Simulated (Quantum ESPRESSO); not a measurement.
# Collinear magnetic orders of Cr (Chromium) with Quantum ESPRESSO

Does Cr (Chromium) prefer parallel or opposed moments?

Program: Quantum ESPRESSO 7.5. Level of theory: PBEsol; plane waves with GBRV 1.5 PBEsol potentials, no spin-orbit coupling. Results are calculated unless marked as measured.

**1. The structure**

It takes space group Im-3m (No. 229, cubic). Conventional cell: a = 2.884 Å, b = 2.884 Å, c = 2.884 Å, α = 90.00°, β = 90.00°, γ = 90.00°. Nearest to Cr lie 8 Cr at 2.50 Å.

The cell comes from the Crystallography Open Database.

**2. Start 1: ferro +**

The signs are those of the starting moments on the seeded atoms, the atoms that are given a moment.

pw.in

```
&CONTROL
  calculation = 'scf'
  prefix = 'pwscf'
  outdir = './tmp'
  pseudo_dir = './pseudo'
  disk_io = 'nowf'
/
&SYSTEM
  ibrav = 0
  celldm(1) = 8
  nat = 1
  ntyp = 1
  ecutwfc = 40
  ecutrho = 280
  nbnd = 14
  occupations = 'smearing'
  smearing = 'fd'
  degauss = 0.00367493
  nspin = 2
  starting_magnetization(1) = 0.1786
/
&ELECTRONS
  conv_thr = 2d-09
  electron_maxstep = 150
  mixing_beta = 0.3
/
ATOMIC_SPECIES
Cr     51.9961 cr_pbesol_v1.5.uspp.F.UPF
CELL_PARAMETERS alat
  -0.3406113231755    0.3406113231755    0.3406113231755
   0.3406113231755   -0.3406113231755    0.3406113231755
   0.3406113231755    0.3406113231755   -0.3406113231755
ATOMIC_POSITIONS crystal
Cr      0.0000000000    0.0000000000    0.0000000000
K_POINTS automatic
16 16 16 0 0 0
```

Run with:

```bash
OMP_NUM_THREADS=1 mpirun -n 4 pw.x -nk 4 -in pw.in > pw.out
```

Log:

```text
Program PWSCF v.7.5 starts

     Message from routine setup:
     using ibrav=0 with symmetry is DISCOURAGED, use correct ibrav instead

     K-points division:     npool     =       4
     Subspace diagonalization in iterative solution of the eigenvalue problem:

     G-vector sticks info
     --------------------
     sticks:   dense  smooth     PW     G-vecs:    dense   smooth      PW
     Sum         471     265    117                 6459     2779     791

     Using Slab Decomposition

     bravais-lattice index     =            0
     lattice parameter (alat)  =       8.0000  a.u.
     unit-cell volume          =      80.9296 (a.u.)^3
     number of atoms/cell      =            1
     number of atomic types    =            1
     number of electrons       =        14.00
     number of Kohn-Sham states=           14
     kinetic-energy cutoff     =      40.0000  Ry
     charge density cutoff     =     280.0000  Ry
     scf convergence threshold =      2.0E-09
     mixing beta               =       0.3000
     number of iterations used =            8  plain     mixing
     Exchange-correlation= SLA  PW   PSX  PSC
                           (   1   4  10   8   0   0   0)

     celldm(1)=   8.000000  celldm(2)=   0.000000  celldm(3)=   0.000000
     celldm(4)=   0.000000  celldm(5)=   0.000000  celldm(6)=   0.000000

     crystal axes: (cart. coord. in units of alat)
               a(1) = (  -0.340611   0.340611   0.340611 )
               a(2) = (   0.340611  -0.340611   0.340611 )
               a(3) = (   0.340611   0.340611  -0.340611 )

     reciprocal axes: (cart. coord. in units 2 pi/alat)
               b(1) = ( -0.000000  1.467949  1.467949 )
               b(2) = (  1.467949 -0.000000  1.467949 )
               b(3) = (  1.467949  1.467949  0.000000 )

     PseudoPot. # 1 for Cr read from file:
     cr_pbesol_v1.5.uspp.F.UPF
     Pseudo is Ultrasoft + core correction, Zval = 14.0
     Generated by new atomic code, or converted to UPF format
     Using radial grid of  857 points,  6 beta functions with:
                l(1) =   0
                l(2) =   0
                l(3) =   1
                l(4) =   1
                l(5) =   2
                l(6) =   2
     Q(r) pseudized with  8 coefficients,  rinner =    0.950   0.950   0.950
                                                       0.950   0.950

     atomic species   valence    mass     pseudopotential
     Cr               14.00    51.99610     Cr( 1.00)

     Starting magnetic structure
     atomic species   magnetization
     Cr              0.179

     48 Sym. Ops., with inversion, found

   Cartesian axes

     site n.     atom                  positions (alat units)
         1        Cr     tau(   1) = (   0.0000000   0.0000000   0.0000000  )

     number of k points=   145  Fermi-Dirac smearing, width (Ry)=  0.0037

     Number of k-points >= 100: set verbosity='high' to print them.

     Dense  grid:     6459 G-vectors     FFT dimensions: (  25,  25,  25)

     Smooth grid:     2779 G-vectors     FFT dimensions: (  20,  20,  20)

     Check: negative core charge=   -0.000011
     Generating pointlists ...
     new r_m :   0.2434 (alat units)  1.9469 (a.u.) for type    1

     Initial potential from superposition of free atoms

     starting charge      13.0000, renormalised to      14.0000

     negative rho (up, down):  9.465E-04 6.596E-04
     Starting wfcs are   10 randomized atomic wfcs +    4 random wfcs

     Self-consistent Calculation

     iteration #  1     ecut=    40.00 Ry     beta= 0.30
     Davidson diagonalization with overlap
     ethr =  1.00E-02,  avg # of iterations =  5.1

     negative rho (up, down):  1.061E-03 9.343E-04

     total energy              =    -175.09327789 Ry
     estimated scf accuracy    <       2.25040665 Ry

     total magnetization       =     0.41 Bohr mag/cell
     absolute magnetization    =     0.42 Bohr mag/cell

     iteration #  2     ecut=    40.00 Ry     beta= 0.30
     Davidson diagonalization with overlap
     ethr =  1.00E-02,  avg # of iterations =  1.7

     negative rho (up, down):  9.400E-04 1.032E-03

     total energy              =    -175.33977275 Ry
     estimated scf accuracy    <       0.12125677 Ry

     total magnetization       =     0.53 Bohr mag/cell
     absolute magnetization    =     0.55 Bohr mag/cell

     iteration #  3     ecut=    40.00 Ry     beta= 0.30
     Davidson diagonalization with overlap
     ethr =  8.66E-04,  avg # of iterations =  1.9

     negative rho (up, down):  4.067E-04 9.377E-04

     total energy              =    -175.37601924 Ry
     estimated scf accuracy    <       0.02552219 Ry

     total magnetization       =     0.45 Bohr mag/cell
     absolute magnetization    =     0.47 Bohr mag/cell

     [... further iterations left out ...]

     iteration # 12     ecut=    40.00 Ry     beta= 0.30
     Davidson diagonalization with overlap
     ethr =  1.25E-08,  avg # of iterations =  2.0

     negative rho (up, down):  8.153E-04 8.153E-04

     total energy              =    -175.38735128 Ry
     estimated scf accuracy    <       0.00000047 Ry

     total magnetization       =     0.00 Bohr mag/cell
     absolute magnetization    =     0.00 Bohr mag/cell

     iteration # 13     ecut=    40.00 Ry     beta= 0.30
     Davidson diagonalization with overlap
     ethr =  3.33E-09,  avg # of iterations =  1.3

     negative rho (up, down):  8.153E-04 8.153E-04

     total energy              =    -175.38735138 Ry
     estimated scf accuracy    <          2.5E-09 Ry

     total magnetization       =    -0.00 Bohr mag/cell
     absolute magnetization    =     0.00 Bohr mag/cell

     iteration # 14     ecut=    40.00 Ry     beta= 0.30
     Davidson diagonalization with overlap
     ethr =  1.81E-11,  avg # of iterations =  2.0

     negative rho (up, down):  8.152E-04 8.152E-04

     total energy              =    -175.38735138 Ry
     estimated scf accuracy    <          3.8E-09 Ry

     total magnetization       =    -0.00 Bohr mag/cell
     absolute magnetization    =     0.00 Bohr mag/cell

     iteration # 15     ecut=    40.00 Ry     beta= 0.30
     Davidson diagonalization with overlap
     ethr =  1.81E-11,  avg # of iterations =  1.9

     negative rho (up, down):  8.152E-04 8.152E-04

     Magnetic moment per site  (integrated on atomic sphere of radius R)
     atom   1 (R=0.243)  charge= 12.2422  magn= -0.0000

     End of self-consistent calculation

     Number of k-points >= 100: set verbosity='high' to print the bands.

     the Fermi energy is    18.4793 ev

!    total energy              =    -175.38735138 Ry
     estimated scf accuracy    <          4.7E-13 Ry
     smearing contrib. (-TS)   =      -0.00040386 Ry
     internal energy E=F+TS    =    -175.38694752 Ry

     The total energy is F=E-TS. E is the sum of the following terms:
     one-electron contribution =     -59.62828812 Ry
     hartree contribution      =      37.29394413 Ry
     xc contribution           =     -22.16849392 Ry
     ewald contribution        =    -130.88410961 Ry

     total magnetization       =     0.00 Bohr mag/cell
     absolute magnetization    =     0.00 Bohr mag/cell

     convergence has been achieved in  15 iterations

=------------------------------------------------------------------------------=
   JOB DONE.
=------------------------------------------------------------------------------=
```

The job ended after 24 s (4 MPI ranks of Intel Xeon at 2.50GHz (Skylake/Cascade Lake), shared host; peak memory 0.25 GiB; 75 s of CPU time).

The spin moment in the atom's sphere vanishes on all atoms.

Read from the output:

| Property | Result |
| --- | --- |
| smearing term TS | 0.005495 eV |
| magnetization | 0 μB |
| absolute magnetization | 0 μB |
| final state | non-magnetic |

**3. Run 2 (antiferro q=(1/2,1/2,1/2) +−)**

This order needs a doubled cell of 2 atoms. The wavevector q is in fractions of the reciprocal vectors of the crystal's primitive cell, as the cells of these inputs are built from it; moments change sign between cells as cos(2π q·R).

pw.in

```
&CONTROL
  calculation = 'scf'
  prefix = 'pwscf'
  outdir = './tmp'
  pseudo_dir = './pseudo'
  disk_io = 'nowf'
/
&SYSTEM
  ibrav = 0
  celldm(1) = 8
  nat = 2
  ntyp = 2
  ecutwfc = 40
  ecutrho = 280
  nbnd = 21
  occupations = 'smearing'
  smearing = 'fd'
  degauss = 0.00367493
  nspin = 2
  starting_magnetization(1) = 0.1786
  starting_magnetization(2) = -0.1786
/
&ELECTRONS
  conv_thr = 4d-09
  electron_maxstep = 150
  mixing_beta = 0.3
/
ATOMIC_SPECIES
Cr1    51.9961 cr_pbesol_v1.5.uspp.F.UPF
Cr2    51.9961 cr_pbesol_v1.5.uspp.F.UPF
CELL_PARAMETERS alat
  -0.6812226463510    0.6812226463510    0.6812226463510
   0.0000000000000    0.0000000000000    0.6812226463510
   0.0000000000000    0.6812226463510    0.0000000000000
ATOMIC_POSITIONS crystal
Cr1     0.0000000000    0.0000000000    0.0000000000
Cr2     0.5000000000    0.0000000000    0.0000000000
K_POINTS automatic
8 16 16 0 0 0
```

Log:

```text
[banner, memory and clock lines left out]
Program PWSCF v.7.5 starts

     Message from routine setup:
     using ibrav=0 with symmetry is DISCOURAGED, use correct ibrav instead

     bravais-lattice index     =            0
     lattice parameter (alat)  =       8.0000  a.u.
     unit-cell volume          =     161.8591 (a.u.)^3
     number of atoms/cell      =            2
     number of atomic types    =            2
     number of electrons       =        28.00
     number of Kohn-Sham states=           21
     kinetic-energy cutoff     =      40.0000  Ry
     charge density cutoff     =     280.0000  Ry
     scf convergence threshold =      4.0E-09
     mixing beta               =       0.3000
     number of iterations used =            8  plain     mixing
     Exchange-correlation= SLA  PW   PSX  PSC
                           (   1   4  10   8   0   0   0)

     celldm(1)=   8.000000  celldm(2)=   0.000000  celldm(3)=   0.000000
     celldm(4)=   0.000000  celldm(5)=   0.000000  celldm(6)=   0.000000

     crystal axes: (cart. coord. in units of alat)
               a(1) = (  -0.681223   0.681223   0.681223 )
               a(2) = (   0.000000   0.000000   0.681223 )
               a(3) = (   0.000000   0.681223   0.000000 )

     reciprocal axes: (cart. coord. in units 2 pi/alat)
               b(1) = ( -1.467949  0.000000  0.000000 )
               b(2) = (  1.467949 -0.000000  1.467949 )
               b(3) = (  1.467949  1.467949 -0.000000 )

     PseudoPot. # 1 for Cr read from file:
     cr_pbesol_v1.5.uspp.F.UPF
     Pseudo is Ultrasoft + core correction, Zval = 14.0

     PseudoPot. # 2 for Cr read from file:
     cr_pbesol_v1.5.uspp.F.UPF
     Pseudo is Ultrasoft + core correction, Zval = 14.0

     atomic species   valence    mass     pseudopotential
     Cr1              14.00    51.99610     Cr( 1.00)
     Cr2              14.00    51.99610     Cr( 1.00)

     Starting magnetic structure
     atomic species   magnetization
     Cr1             0.179
     Cr2            -0.179

     48 Sym. Ops., with inversion, found

   Cartesian axes

     site n.     atom                  positions (alat units)
         1        Cr1    tau(   1) = (   0.0000000   0.0000000   0.0000000  )
         2        Cr2    tau(   2) = (  -0.3406113   0.3406113   0.3406113  )

     number of k points=    85  Fermi-Dirac smearing, width (Ry)=  0.0037
                       cart. coord. in units 2pi/alat
        k(    1) = (   0.0000000   0.0000000   0.0000000), wk =   0.0004883
        k(    2) = (   0.0917468   0.0917468   0.0000000), wk =   0.0058594
        k(    3) = (   0.1834936   0.1834936   0.0000000), wk =   0.0058594
        k(    4) = (   0.2752404   0.2752404   0.0000000), wk =   0.0058594
        k(    5) = (   0.3669872   0.3669872   0.0000000), wk =   0.0058594
        [... 80 further k-points ...]

     Dense  grid:    12893 G-vectors     FFT dimensions: (  54,  30,  30)

     Smooth grid:     5497 G-vectors     FFT dimensions: (  40,  24,  24)

     Check: negative core charge=   -0.000011
     Generating pointlists ...
     new r_m :   0.2434 (alat units)  1.9469 (a.u.) for type    1
     new r_m :   0.2434 (alat units)  1.9469 (a.u.) for type    2

     Initial potential from superposition of free atoms

     starting charge      26.0000, renormalised to      28.0000

     negative rho (up, down):  1.033E-03 1.033E-03
     Starting wfcs are   20 randomized atomic wfcs +    1 random wfcs

     Self-consistent Calculation

     iteration #  1     ecut=    40.00 Ry     beta= 0.30
     Davidson diagonalization with overlap
     ethr =  1.00E-02,  avg # of iterations =  4.0

     negative rho (up, down):  1.271E-03 1.271E-03

     total energy              =    -350.32639287 Ry
     estimated scf accuracy    <       4.13700191 Ry

     total magnetization       =    -0.00 Bohr mag/cell
     absolute magnetization    =     1.92 Bohr mag/cell

     iteration #  2     ecut=    40.00 Ry     beta= 0.30
     Davidson diagonalization with overlap
     ethr =  1.00E-02,  avg # of iterations =  2.0

     negative rho (up, down):  1.280E-03 1.280E-03

     total energy              =    -350.68361863 Ry
     estimated scf accuracy    <       0.25144409 Ry

     total magnetization       =     0.00 Bohr mag/cell
     absolute magnetization    =     3.03 Bohr mag/cell

     [... further iterations left out ...]

     iteration # 16     ecut=    40.00 Ry     beta= 0.30
     Davidson diagonalization with overlap
     ethr =  2.44E-10,  avg # of iterations =  2.3

     negative rho (up, down):  1.034E-03 1.034E-03

     total energy              =    -350.77700835 Ry
     estimated scf accuracy    <          6.1E-09 Ry

     total magnetization       =    -0.00 Bohr mag/cell
     absolute magnetization    =     2.32 Bohr mag/cell

     iteration # 17     ecut=    40.00 Ry     beta= 0.30
     Davidson diagonalization with overlap
     ethr =  2.19E-11,  avg # of iterations =  2.4

     negative rho (up, down):  1.034E-03 1.034E-03

     Magnetic moment per site  (integrated on atomic sphere of radius R)
     atom   1 (R=0.243)  charge= 12.2518  magn=  1.0820
     atom   2 (R=0.243)  charge= 12.2518  magn= -1.0820

     End of self-consistent calculation

     Number of k-points >= 100: set verbosity='high' to print the bands.

     the Fermi energy is    18.4570 ev

!    total energy              =    -350.77700836 Ry
     estimated scf accuracy    <          1.1E-10 Ry
     smearing contrib. (-TS)   =      -0.00045070 Ry
     internal energy E=F+TS    =    -350.77655766 Ry

     The total energy is F=E-TS. E is the sum of the following terms:
     one-electron contribution =    -119.36699412 Ry
     hartree contribution      =      74.77287522 Ry
     xc contribution           =     -44.41421954 Ry
     ewald contribution        =    -261.76821922 Ry

     total magnetization       =    -0.00 Bohr mag/cell
     absolute magnetization    =     2.32 Bohr mag/cell

     convergence has been achieved in  17 iterations
```

It took 70 s on 4 MPI ranks; peak memory 0.33 GiB; 4.1 min of CPU time.

Spin moment in the atom's sphere by atom:

```tsv
atom	spin moment in the atom's sphere (μB)
Cr1	1.08
Cr2	-1.08
```

Numbers from this step:

| Item | Value |
| --- | --- |
| smearing term TS | 0.006132 eV |
| magnetization | 0 μB |
| absolute magnetization | 2.317 μB |
| final state | antiferromagnetic |

**4. Start 3: antiferro q=(0,0,1/2) +−**

This order needs a doubled cell of 2 atoms.

pw.in, as its differences from that of step 3:

```diff
@@ -31,9 +31,9 @@
 CELL_PARAMETERS alat
-  -0.6812226463510    0.6812226463510    0.6812226463510
-   0.0000000000000    0.0000000000000    0.6812226463510
-   0.0000000000000    0.6812226463510    0.0000000000000
+  -0.3406113231755    0.3406113231755    0.3406113231755
+   0.3406113231755   -0.3406113231755    0.3406113231755
+   0.6812226463510    0.6812226463510   -0.6812226463510
 ATOMIC_POSITIONS crystal
 Cr1     0.0000000000    0.0000000000    0.0000000000
-Cr2     0.5000000000    0.0000000000    0.0000000000
+Cr2     0.0000000000    0.0000000000    0.5000000000
 K_POINTS automatic
-8 16 16 0 0 0
+16 16 8 0 0 0
```

Log:

```text
     [... lines left out ...]
Program PWSCF v.7.5 starts
     [... lines left out ...]
     number of atoms/cell      =            2
     [... lines left out ...]
     number of electrons       =        28.00
     number of Kohn-Sham states=           21
     kinetic-energy cutoff     =      40.0000  Ry
     charge density cutoff     =     280.0000  Ry
     scf convergence threshold =      4.0E-09
     [... lines left out ...]
      8 Sym. Ops., with inversion, found
     [... lines left out ...]
     number of k points=   333  Fermi-Dirac smearing, width (Ry)=  0.0037
     [... lines left out ...]
     iteration # 17     ecut=    40.00 Ry     beta= 0.30
     [... lines left out ...]
     Magnetic moment per site  (integrated on atomic sphere of radius R)
     atom   1 (R=0.243)  charge= 12.2432  magn=  0.0000
     atom   2 (R=0.243)  charge= 12.2432  magn=  0.0000
     [... lines left out ...]
     the Fermi energy is    18.4793 ev
!    total energy              =    -350.77470273 Ry
     estimated scf accuracy    <          4.4E-10 Ry
     smearing contrib. (-TS)   =      -0.00080774 Ry
     [... lines left out ...]
     total magnetization       =     0.00 Bohr mag/cell
     absolute magnetization    =     0.00 Bohr mag/cell
     convergence has been achieved in  17 iterations
```

Wall time 2.2 min (4 MPI ranks); peak memory 0.43 GiB; 8.1 min of CPU time.

The spin moment in the atom's sphere vanishes on all atoms.

Numbers from this step:

```yaml
smearing_term_ts: 0.01099 eV
magnetization: 0 μB
absolute_magnetization: 0 μB
final_state: non-magnetic
```

**5. Energies of the orders**

An order is kept where moments of 0.15 μB or more survive with the typed signs; meshes match where a doubled cell samples the same k points as the first cell.

Orders:

```tsv
start	final state	typed order kept	energy over the lowest (meV a seeded atom)	largest site moment (μB)	net moment (μB a cell of the first run)	mesh matched	CPU time (s)
ferro +	non-magnetic	no	15.68	0	0	yes	74.87
antiferro q=(1/2,1/2,1/2) +-	antiferromagnetic	yes	0	1.082	0	yes	248.9
antiferro q=(0,0,1/2) +-	non-magnetic	no	15.68	0	0	yes	488.8
```

**6. Outcome**

```
lowest state found    : antiferromagnetic (from antiferro q=(1/2,1/2,1/2) +-)
largest site moment   : 1.08 μB
state without moments : 15.7 meV a seeded atom higher
```

**Reading.** At this level spin polarisation gains little. 2 starts lost their moments. This is the lowest of 3 collinear or spinless starts, no proof of the ground state.

[Logs and program files are shortened in this print: banners, set-up blocks, solver, clock and traceback lines can be left out without a mark of their own.]

[Logs are printed without paths, hosts, clocks, repeated set-up lines and the standing remarks that a program may print on its own settings, such as how far it seeks lower states.]

[Hosts, paths, dates, database ids (printed as entryN), source tags and the programs' standing remarks are cut or masked in the printed files.]

[Where a cell is said to come from a database of computed structures, the database is the Materials Project.]
